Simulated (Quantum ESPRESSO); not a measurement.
Records of electronic-structure calculations.

## Magnetic state of VClO from several starts

The structure is orthorhombic, space group Pmmn (No. 59). Conventional cell: a = 3.300 Å, b = 3.780 Å, c = 7.910 Å, α = 90.00°, β = 90.00°, γ = 90.00°. V has 4 O at 1.97 to 2.08 Å and 2 Cl at 2.36 Å nearest. Nearest to Cl lie 2 V at 2.36 Å. Nearest to O lie 4 V at 1.97 to 2.08 Å. Farther neighbours and most contacts between anions are not listed.

```xyz
6
Lattice="3.3000 0.0000 0.0000 0.0000 3.7800 0.0000 0.0000 0.0000 7.9100" Properties=species:S:1:pos:R:3 pbc="T T T"
V     0.0000    1.8900    0.9081
V     1.6500    0.0000    7.0019
Cl    1.6500    1.8900    2.5937
Cl    0.0000    0.0000    5.3163
O     1.6500    1.8900    7.5477
O     0.0000    0.0000    0.3623
```

```yaml
method: PBEsol with U = 3.2 eV on V d (ortho-atomic projectors); plane waves with GBRV 1.5 PBEsol potentials, no spin-orbit coupling (and 1 further level or step)
program: Quantum ESPRESSO 7.5
settings_of_one_run: GBRV 1.5 PBEsol, cutoff 544.23 eV, 6×6×6 k-mesh, 38 bands, fermi-dirac occupations, smearing width 0.05 eV, collinear spin, SCF threshold 1.20e-8, Hubbard form dudarev, Hubbard projectors ortho-atomic, mesh matched on, starting moments 2 2 0 0 0 0 μB
cost: 2 runs, 2.2 min in all on 4 MPI ranks of Arm Neoverse V2, shared host (the runs of this entry)
notes: The run is spin-polarised, with a total moment of 4.00 μB a cell (absolute 4.22).
lowest_state_found: ferromagnetic (from ferro ++)
largest_site_moment: 1.54 μB
next_state_with_moments: antiferromagnetic, 15.7 meV a seeded atom higher
```

This is the lowest of 2 collinear or spinless starts, no proof of the ground state.

[Logs and program files are shortened in this print: banners, set-up blocks, solver, clock and traceback lines can be left out without a mark of their own.]

[Logs are printed without paths, hosts, clocks, repeated set-up lines and the standing remarks that a program may print on its own settings, such as how far it seeks lower states.]

[Hosts, paths, dates, database ids (printed as entryN), source tags and the programs' standing remarks are cut or masked in the printed files.]

[Where a cell is said to come from a database of computed structures, the database is the Materials Project.]
